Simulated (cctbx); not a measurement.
## MgNi5As3 with cctbx, script by script

Library: cctbx 2025.11. The data are simulated by the first script.

## 1. Simulate the data

run.py:

```python
from cctbx import adptbx, crystal, miller, sgtbx, xray
from cctbx.array_family import flex
from iotbx.shelx import hklf
from scitbx import matrix
import scitbx.random

cs = crystal.symmetry(unit_cell=(3.587, 11.702, 11.269, 90, 90, 90), space_group_symbol='Hall: -C 2c 2')  # Cmcm
atoms = [  # label, site, U (iso, or U11 U22 U33 U12 U13 U23 in A^2), occupancy
    ("As1", (0, 0.1211, 0.5391), (0.0354, 0.0368, 0.0486, 0.0000, 0.0000, 0.0016), 1),
    ("As2", (0.5, 0.114, 0.25), (0.0188, 0.0164, 0.0157, 0.0000, 0.0000, 0.0000), 1),
    ("Ni1", (0.5, 0.4516, 0.8501), (0.0191, 0.0185, 0.0184, 0.0000, 0.0000, -0.0001), 1),
    ("Ni2", (0.5, 0.1957, 0.0683), (0.0241, 0.0255, 0.0181, 0.0000, 0.0000, -0.0010), 1),
    ("Ni3", (0.5, 0, 0.5), (0.0222, 0.0220, 0.0209, 0.0000, 0.0000, -0.0042), 1),
    ("Mg1", (0.5, 0.1636, 0.75), (0.0297, 0.0302, 0.0363, 0.0000, 0.0000, 0.0000), 1),
]
xs = xray.structure(crystal_symmetry=cs)
for label, site, u, occ in atoms:
    u = adptbx.u_cif_as_u_star(cs.unit_cell(), u) if isinstance(u, tuple) else u
    xs.add_scatterer(xray.scatterer(label, site=site, u=u, occupancy=occ))
xs.set_inelastic_form_factors(0.6889, "sasaki")
xs.show_summary()
p1 = xs.expand_to_p1()
ms = miller.build_set(p1, anomalous_flag=True, d_min=0.8)
flex.set_random_seed(968116)
scitbx.random.set_random_seed(968116)
ms = ms.select(flex.random_double(ms.size()) < 0.95)
i = ms.structure_factors_from_scatterers(p1, algorithm="direct").f_calc().as_intensity_array().data()
i = i / flex.sqrt(1 + 0.1 * i / flex.max(i))  # extinction
i = i * 20000 / flex.max(i)
sig = flex.sqrt(i + flex.pow2(0.02 * i) + 2 ** 2)
noise = scitbx.random.variate(scitbx.random.normal_distribution())(i.size())
data = ms.array(data=i + sig * noise, sigmas=sig).set_observation_type_xray_intensity()
with open("data.hkl", "w") as f:
    data.export_as_shelx_hklf(f)
print("reflections written:", data.size(), " <I/sigma> = %.1f" % flex.mean(data.data() / data.sigmas()))
for h, a, b in list(data.sort("data"))[:12]:
    print("%4d%4d%4d %9.1f %7.1f" % (h + (a, b)))
```

```console
$ python run.py
```

```text
Number of scatterers: 6
At special positions: 6
Unit cell: (3.587, 11.702, 11.269, 90, 90, 90)
Space group: C m c m (No. 63)
reflections written: 3720  <I/sigma> = 6.6
  -2   0   0   20081.9   424.3
   2   0   0   19540.5   424.3
   1  -5   2    6661.7   150.6
  -1   5  -2    6516.2   150.6
  -1  -5   2    6478.3   150.6
   1  -5  -2    6354.7   150.6
   1   5   2    6317.3   150.6
  -1   5   2    6309.8   150.6
   1   5  -2    6238.3   150.6
  -1  -5  -2    6081.5   150.6
   0  -6  -3    5941.9   141.3
   0   6   3    5901.5   141.3
```

It took 0.24 s on 1 thread of Arm Neoverse V2, on a shared host, peak memory 0.07 GiB.

## 2. Refinement (right model, isotropic)

run.py:

```python
import math
from cctbx import adptbx, crystal, maptbx, sgtbx, xray
from cctbx.array_family import flex
from cctbx.xray import observations
from iotbx.shelx import hklf
from scitbx.lstbx import normal_eqns_solving
from smtbx import absolute_structure, utils
from smtbx.refinement import constraints, least_squares

cs = crystal.symmetry(unit_cell=(3.587, 11.702, 11.269, 90, 90, 90), space_group_symbol='Hall: -C 2c 2')  # Cmcm
atoms = [  # label, site, U (iso, or U11 U22 U33 U12 U13 U23 in A^2), occupancy
    ("As1", (0, 0.1229, 0.541), 0.0200, 1),
    ("As2", (0.5, 0.1178, 0.25), 0.0200, 1),
    ("Ni1", (0.5, 0.4543, 0.855), 0.0200, 1),
    ("Ni2", (0.5, 0.1991, 0.0721), 0.0200, 1),
    ("Ni3", (0.5, 0, 0.5), 0.0200, 1),
    ("Mg1", (0.5, 0.1644, 0.75), 0.0200, 1),
]
xs = xray.structure(crystal_symmetry=cs)
for label, site, u, occ in atoms:
    u = adptbx.u_cif_as_u_star(cs.unit_cell(), u) if isinstance(u, tuple) else u
    xs.add_scatterer(xray.scatterer(label, site=site, u=u, occupancy=occ))
xs.set_inelastic_form_factors(0.6889, "sasaki")
raw = hklf.reader(file_name="data.hkl").as_miller_arrays(crystal_symmetry=cs, anomalous=True)[0]
merged = raw.eliminate_sys_absent().merge_equivalents()
fo2 = merged.array().set_observation_type_xray_intensity()
print("Rint %.3f, %d unique reflections to %.2f A" % (merged.r_int(), fo2.size(), fo2.d_min()))
for sc in xs.scatterers():
    sc.flags.set_grad_site(True)
    sc.flags.set_grad_u_aniso(sc.flags.use_u_aniso())
    sc.flags.set_grad_u_iso(sc.flags.use_u_iso())
obs = fo2.as_xray_observations()
extra = {}
rep = constraints.reparametrisation(xs, [], utils.connectivity_table(xs), **extra)
ls = least_squares.crystallographic_ls(obs, rep, weighting_scheme=least_squares.mainstream_shelx_weighting(a=0, b=0))
print("cycle     R1     wR2    GooF  max shift (A)")
for cycle in range(8):
    ls.build_up()
    r1, wr2, goof = ls.r1_factor(cutoff_factor=2)[0], ls.wR2(), ls.goof()
    old = xs.sites_cart()
    normal_eqns_solving.levenberg_marquardt_iterations(ls, n_max_iterations=3, tau=1e-06, step_threshold=1e-7)
    big = flex.max((xs.sites_cart() - old).norms())
    print("%4d %7.4f %7.4f %7.3f %9.5f" % (cycle + 1, r1, wr2, goof, big))
    ls.build_up(objective_only=True)
    if abs(ls.wR2() - wr2) < 5e-5 and big < 5e-4:
        break
ls.build_up()
print("final R1 %.4f wR2 %.4f GooF %.3f  parameters %d  data/parameter %.1f" % (ls.r1_factor(cutoff_factor=2)[0], ls.wR2(), ls.goof(), ls.n_parameters, fo2.size() / ls.n_parameters))
cov = ls.covariance_matrix_and_annotations()
su = dict(zip(cov.annotations, (math.sqrt(max(v, 0)) for v in cov.matrix.matrix_packed_u_diagonal())))
a2 = cs.unit_cell().reciprocal_parameters()[0] ** -2
print("atom        x        y        z      Ueq    occ   su(xyz)  su(Uiso or U11)")
for sc in xs.scatterers():
    s = max(su.get(sc.label + k, 0) for k in (".x", ".y", ".z"))
    npd = "" if sc.is_positive_definite_u(cs.unit_cell()) else "  NPD"
    print("%-5s %8.5f %8.5f %8.5f %8.4f %6.3f %8.5f %7.4f%s" % ((sc.label,) + sc.site + (sc.u_iso_or_equiv(cs.unit_cell()), sc.occupancy, s, su.get(sc.label + ".uiso", su.get(sc.label + ".u11", 0) * a2), npd)))
fo = fo2.f_sq_as_f()
fc = fo.structure_factors_from_scatterers(xs, algorithm="direct").f_calc()
diff = fo.f_obs_minus_f_calc(1 / math.sqrt(ls.scale_factor()), fc).average_bijvoet_mates()
m = diff.fft_map(symmetry_flags=maptbx.use_space_group_symmetry, resolution_factor=0.25).apply_volume_scaling()
print("difference map: max %.2f min %.2f rms %.2f" % (m.statistics().max(), m.statistics().min(), m.statistics().sigma()))
peaks = m.peak_search(parameters=maptbx.peak_search_parameters(min_distance_sym_equiv=0.6, max_clusters=6)).all()
near = xs.closest_distances(peaks.sites(), distance_cutoff=4)
sps = cs.special_position_settings(min_distance_sym_equiv=0.5)
for k, (x, h) in enumerate(zip(peaks.sites(), peaks.heights())):
    ss = sps.site_symmetry(x)
    print("Q%-3d %7.4f %7.4f %7.4f %4d %7.2f  %.2f A from %s" % ((k + 1,) + tuple(t % 1 for t in ss.exact_site()) + (ss.multiplicity(), h, near.smallest_distances[k], xs.scatterers()[near.i_seqs[k]].label)))
```

```console
$ python run.py
```

```text
Rint 0.031, 301 unique reflections to 0.80 A
cycle     R1     wR2    GooF  max shift (A)
   1  0.2124  0.4589  18.181   0.06307
   2  0.0320  0.0755   2.990   0.00045
final R1 0.0319 wR2 0.0755 GooF 2.989  parameters 14  data/parameter 21.5
atom        x        y        z      Ueq    occ   su(xyz)  su(Uiso or U11)
As1    0.00000  0.12119  0.53903   0.0401  1.000  0.00014  0.0004
As2    0.50000  0.11410  0.25000   0.0168  1.000  0.00013  0.0004
Ni1    0.50000  0.45168  0.85008   0.0184  1.000  0.00012  0.0004
Ni2    0.50000  0.19571  0.06834   0.0224  1.000  0.00014  0.0004
Ni3    0.50000  0.00000  0.50000   0.0217  1.000  0.00000  0.0005
Mg1    0.50000  0.16327  0.75000   0.0315  1.000  0.00056  0.0014
difference map: max 2.69 min -1.74 rms 0.29
Q1    0.0000  0.1248  0.5858    8    2.84  0.53 A from As1
Q2    0.0000  0.1135  0.0070    8    2.74  0.53 A from As1
Q3    0.0000  0.2617  0.5597    8    1.25  0.51 A from Ni2
Q4    0.0000  0.3475  0.5740    8    1.21  0.51 A from Ni2
Q5    0.0000  0.4600  0.5260    8    1.13  0.55 A from Ni3
Q6    0.1383  0.3855  0.7500    8    0.93  0.50 A from As2
```

Time: 0.38 s.

## 3. Refinement (right model, anisotropic)

run.py, as its changes from the last script of this kind:

```diff
@@ -12,6 +12,6 @@
-    ("As1", (0, 0.1229, 0.541), 0.0200, 1),
-    ("As2", (0.5, 0.1178, 0.25), 0.0200, 1),
-    ("Ni1", (0.5, 0.4543, 0.855), 0.0200, 1),
-    ("Ni2", (0.5, 0.1991, 0.0721), 0.0200, 1),
-    ("Ni3", (0.5, 0, 0.5), 0.0200, 1),
-    ("Mg1", (0.5, 0.1644, 0.75), 0.0200, 1),
+    ("As1", (0, 0.12119, 0.53903), 0.0401, 1),
+    ("As2", (0.5, 0.1141, 0.25), 0.0168, 1),
+    ("Ni1", (0.5, 0.45168, 0.85008), 0.0184, 1),
+    ("Ni2", (0.5, 0.19571, 0.06834), 0.0224, 1),
+    ("Ni3", (0.5, 0, 0.5), 0.0217, 1),
+    ("Mg1", (0.5, 0.16327, 0.75), 0.0315, 1),
@@ -23,0 +24 @@
+xs.convert_to_anisotropic()
```

```console
$ python run.py
```

```text
Rint 0.031, 301 unique reflections to 0.80 A
cycle     R1     wR2    GooF  max shift (A)
   1  0.0320  0.0755   3.077   0.00155
   2  0.0109  0.0224   0.915   0.00000
final R1 0.0109 wR2 0.0224 GooF 0.915  parameters 30  data/parameter 10.0
atom        x        y        z      Ueq    occ   su(xyz)  su(Uiso or U11)
As1    0.00000  0.12118  0.53909   0.0400  1.000  0.00005  0.0002
As2    0.50000  0.11409  0.25000   0.0170  1.000  0.00004  0.0002
Ni1    0.50000  0.45167  0.85006   0.0184  1.000  0.00004  0.0002
Ni2    0.50000  0.19574  0.06829   0.0222  1.000  0.00004  0.0002
Ni3    0.50000  0.00000  0.50000   0.0215  1.000  0.00000  0.0003
Mg1    0.50000  0.16340  0.75000   0.0314  1.000  0.00017  0.0009
difference map: max 0.36 min -0.51 rms 0.11
Q1    0.0000  0.2793  0.2500    4    0.37  0.67 A from Mg1
Q2    0.2073  0.3741  0.2500    8    0.35  0.86 A from Mg1
Q3    0.1477  0.1846  0.2500    8    0.34  1.51 A from As2
Q4    0.0000  0.2107  0.5492    8    0.32  1.05 A from As1
Q5    0.2174  0.4406  0.7010   16    0.30  1.15 A from As2
Q6    0.2061  0.0966  0.6475   16    0.29  1.46 A from As1
```

Time: 0.37 s.

## 4. Refinement

run.py, as its changes from the last script of this kind:

```diff
@@ -23 +23 @@
-xs.set_inelastic_form_factors(0.6889, "sasaki")
+# no anomalous dispersion
@@ -38 +38 @@
-for cycle in range(8):
+for cycle in range(12):
```

```console
$ python run.py
```

```text
Rint 0.031, 301 unique reflections to 0.80 A
cycle     R1     wR2    GooF  max shift (A)
   1  0.0336  0.0779   3.177   0.00138
   2  0.0117  0.0239   0.972   0.00000
final R1 0.0117 wR2 0.0239 GooF 0.972  parameters 30  data/parameter 10.0
atom        x        y        z      Ueq    occ   su(xyz)  su(Uiso or U11)
As1    0.00000  0.12117  0.53908   0.0401  1.000  0.00005  0.0003
As2    0.50000  0.11409  0.25000   0.0171  1.000  0.00004  0.0002
Ni1    0.50000  0.45167  0.85006   0.0175  1.000  0.00004  0.0002
Ni2    0.50000  0.19574  0.06829   0.0213  1.000  0.00004  0.0002
Ni3    0.50000  0.00000  0.50000   0.0207  1.000  0.00000  0.0003
Mg1    0.50000  0.16339  0.75000   0.0315  1.000  0.00018  0.0010
difference map: max 0.36 min -0.52 rms 0.11
Q1    0.1436  0.1839  0.2500    8    0.38  1.52 A from As2
Q2    0.0000  0.2147  0.5526    8    0.34  1.06 A from Ni2
Q3    0.2194  0.3737  0.2500    8    0.33  0.90 A from Mg1
Q4    0.0000  0.2812  0.2500    4    0.32  0.65 A from Mg1
Q5    0.2164  0.4401  0.6998   16    0.29  1.15 A from As2
Q6    0.1300  0.0198  0.1304   16    0.29  0.61 A from Ni1
```

Time: 0.36 s.

This run holds a fault made on purpose: anomalous dispersion left out.

## 5. Refinement

run.py, as its changes from the last script of this kind:

```diff
@@ -23 +23 @@
-# no anomalous dispersion
+xs.set_inelastic_form_factors(0.6889, "sasaki")
@@ -26 +26 @@
-merged = raw.eliminate_sys_absent().merge_equivalents()
+merged = raw.eliminate_sys_absent().resolution_filter(d_min=1.3).merge_equivalents()
```

```console
$ python run.py
```

```text
Rint 0.023, 77 unique reflections to 1.30 A
cycle     R1     wR2    GooF  max shift (A)
   1  0.0177  0.0458   2.924   0.00228
   2  0.0073  0.0144   0.921   0.00000
final R1 0.0073 wR2 0.0144 GooF 0.921  parameters 30  data/parameter 2.6
atom        x        y        z      Ueq    occ   su(xyz)  su(Uiso or U11)
As1    0.00000  0.12125  0.53911   0.0401  1.000  0.00008  0.0008
As2    0.50000  0.11415  0.25000   0.0169  1.000  0.00010  0.0009
Ni1    0.50000  0.45163  0.85002   0.0180  1.000  0.00008  0.0009
Ni2    0.50000  0.19574  0.06819   0.0219  1.000  0.00009  0.0009
Ni3    0.50000  0.00000  0.50000   0.0215  1.000  0.00000  0.0013
Mg1    0.50000  0.16346  0.75000   0.0320  1.000  0.00032  0.0028
difference map: max 0.14 min -0.20 rms 0.05
Q1    0.2524  0.2225  0.6087   16    0.14  1.39 A from Ni2
Q2    0.2278  0.0987  0.7500    8    0.11  1.24 A from Mg1
Q3    0.2256  0.0848  0.6261   16    0.10  1.34 A from As1
Q4    0.2800  0.1432  0.0761   16    0.10  1.00 A from Ni2
Q5    0.2795  0.0198  0.2500    8    0.10  1.36 A from As2
Q6    0.1876  0.1414  0.2500    8    0.09  1.17 A from As2
```

Time: 0.36 s.

This run holds a fault made on purpose: data cut at low resolution.

## 6. Refinement

run.py, as its changes from the last script of this kind:

```diff
@@ -17 +16,0 @@
-    ("Mg1", (0.5, 0.16327, 0.75), 0.0315, 1),
@@ -26 +25 @@
-merged = raw.eliminate_sys_absent().resolution_filter(d_min=1.3).merge_equivalents()
+merged = raw.eliminate_sys_absent().merge_equivalents()
```

```console
$ python run.py
```

```text
Rint 0.031, 301 unique reflections to 0.80 A
cycle     R1     wR2    GooF  max shift (A)
   1  0.1275  0.2652  10.731   0.00563
   2  0.1241  0.2512  10.165   0.00001
final R1 0.1241 wR2 0.2512 GooF 10.165  parameters 26  data/parameter 11.6
atom        x        y        z      Ueq    occ   su(xyz)  su(Uiso or U11)
As1    0.00000  0.12119  0.53886   0.0381  1.000  0.00053  0.0029
As2    0.50000  0.11458  0.25000   0.0150  1.000  0.00045  0.0027
Ni1    0.50000  0.45178  0.85005   0.0170  1.000  0.00045  0.0025
Ni2    0.50000  0.19574  0.06820   0.0203  1.000  0.00046  0.0027
Ni3    0.50000  0.00000  0.50000   0.0195  1.000  0.00000  0.0035
difference map: max 27.01 min -1.74 rms 1.07
Q1    0.0000  0.3365  0.2500    4   27.18  3.02 A from As1
Q2    0.0000  0.4044  0.7500    4    2.99  0.22 A from As2
Q3    0.0000  0.1218  0.5602    8    1.94  0.24 A from As1
Q4    0.0000  0.5000  0.0000    4    1.88  0.00 A from Ni3
Q5    0.0000  0.0453  0.1419    8    1.63  0.10 A from Ni1
Q6    0.0000  0.3013  0.5640    8    1.57  0.06 A from Ni2
```

Run time: 0.36 s on 1 thread of Arm Neoverse V2, with other jobs on the host, peak memory 0.09 GiB.

This run holds a fault made on purpose: atom left out: Mg1.

[Logs are printed without paths, hosts, clocks, repeated set-up lines and the standing remarks that a program may print on its own settings, such as how far it seeks lower states.]
